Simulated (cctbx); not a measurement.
## Diagnosing a refinement

Cell a = 10.7480 Å, b = 19.1480 Å, c = 9.1910 Å, α = 90.00°, β = 117.74°, γ = 90.00°; space group C2/c (no. 15). The compound is K3GdTe8As2.

Simulated single-crystal data (cctbx): Mo Kα, λ = 0.71073 Å, to d = 0.6 Å, 50 % of the full sphere, strongest reflection 5000 counts, noise from counting, a 6 % proportional error and a noise floor of 15 counts (s.d.); no absorption.

An anisotropic refinement with weights 1/σ² prints:

```text
Rint 0.108, 3751 unique reflections to 0.60 A
cycle     R1     wR2    GooF  max shift (A)
   1  0.0969  0.1936   1.489   0.00294
   2  0.0956  0.1916   1.474   0.00000
final R1 0.0956 wR2 0.1916 GooF 1.474  parameters 61  data/parameter 61.5
atom        x        y        z      Ueq    occ   su(xyz)  su(Uiso or U11)
Gd1    0.50000  0.74591  0.25000   0.0019  1.000  0.00007  0.0004
Te1    0.68318  0.82239  0.14902   0.0030  1.000  0.00015  0.0004
Te2    0.20015  0.67466  0.05903   0.0028  1.000  0.00014  0.0004
Te3    0.51361  0.64476  0.02004   0.0036  1.000  0.00015  0.0004
Te4    0.25940  0.98615  0.12981   0.0028  1.000  0.00015  0.0004
As1    0.21342  0.87789  0.10576   0.0032  1.000  0.00024  0.0007
K1     0.50000  0.00000  0.00000   0.0039  1.000  0.00000  0.0019
K2     0.00000  0.99686  0.25000   0.0033  1.000  0.00030  0.0018
difference map: max 106.63 min -8.87 rms 2.29
Q1    0.0000  0.2642  0.7500    4  107.32  3.33 A from Te3
Q2    0.1708  0.3534  0.9737    8    8.74  1.66 A from Te1
Q3    0.1868  0.2184  0.0629    8    8.26  2.15 A from Te1
Q4    0.0700  0.1202  0.1511    8    8.13  1.17 A from Te3
Q5    0.1514  0.4062  0.7020    8    7.98  2.24 A from Te2
Q6    0.2060  0.4773  0.1886    8    7.59  1.54 A from Te4
```

Q: Accept it or mend it, and why?

Mend it. The fault: an atom left out, K at (1/2, 0.7646, 3/4). Against the right model at the same level, R1 goes from 0.0546 to 0.0956 and GooF from 0.93 to 1.47 and the top difference peak, 107.3 e/Å³, lies 3.33 Å from Te3. Q1 is the missing atom. With scattering power missing, scale and phases suffer, so peaks may also grow on the heavy atoms.

The compound is K3GdTe8As2. The right model at the same level gives:

```text
Rint 0.108, 3751 unique reflections to 0.60 A
cycle     R1     wR2    GooF  max shift (A)
   1  0.0556  0.1219   0.938   0.00023
   2  0.0546  0.1208   0.930   0.00000
final R1 0.0546 wR2 0.1208 GooF 0.930  parameters 66  data/parameter 56.8
atom        x        y        z      Ueq    occ   su(xyz)  su(Uiso or U11)
Gd1    0.50000  0.74590  0.25000   0.0022  1.000  0.00004  0.0003
Te1    0.68318  0.82234  0.14891   0.0033  1.000  0.00009  0.0003
Te2    0.20013  0.67467  0.05901   0.0031  1.000  0.00009  0.0003
Te3    0.51375  0.64471  0.02006   0.0036  1.000  0.00009  0.0003
Te4    0.25936  0.98600  0.12973   0.0035  1.000  0.00009  0.0003
As1    0.21358  0.87786  0.10562   0.0033  1.000  0.00015  0.0004
K1     0.50000  0.76449  0.75000   0.0041  1.000  0.00018  0.0011
K2     0.50000  0.00000  0.00000   0.0044  1.000  0.00000  0.0012
K3     0.00000  0.99689  0.25000   0.0038  1.000  0.00018  0.0012
difference map: max 8.18 min -7.92 rms 1.79
Q1    0.0724  0.1196  0.1530    8    8.51  1.19 A from Te3
Q2    0.1913  0.2157  0.0685    8    8.24  2.19 A from Te1
Q3    0.1533  0.4084  0.7008    8    7.76  2.26 A from Te2
Q4    0.0177  0.2124  0.6069    8    7.05  1.67 A from Te3
Q5    0.1143  0.3664  0.7207    8    7.02  2.23 A from Te2
Q6    0.1801  0.3588  0.9864    8    6.87  1.63 A from Te1
```

The model was made for the exercise: a known structure type with other elements put in, its volume estimated, not relaxed; displacement parameters are assumed.

[Middle refinement cycles are left out of these outputs.]

[Logs are printed without paths, hosts, clocks, repeated set-up lines and the standing remarks that a program may print on its own settings, such as how far it seeks lower states.]
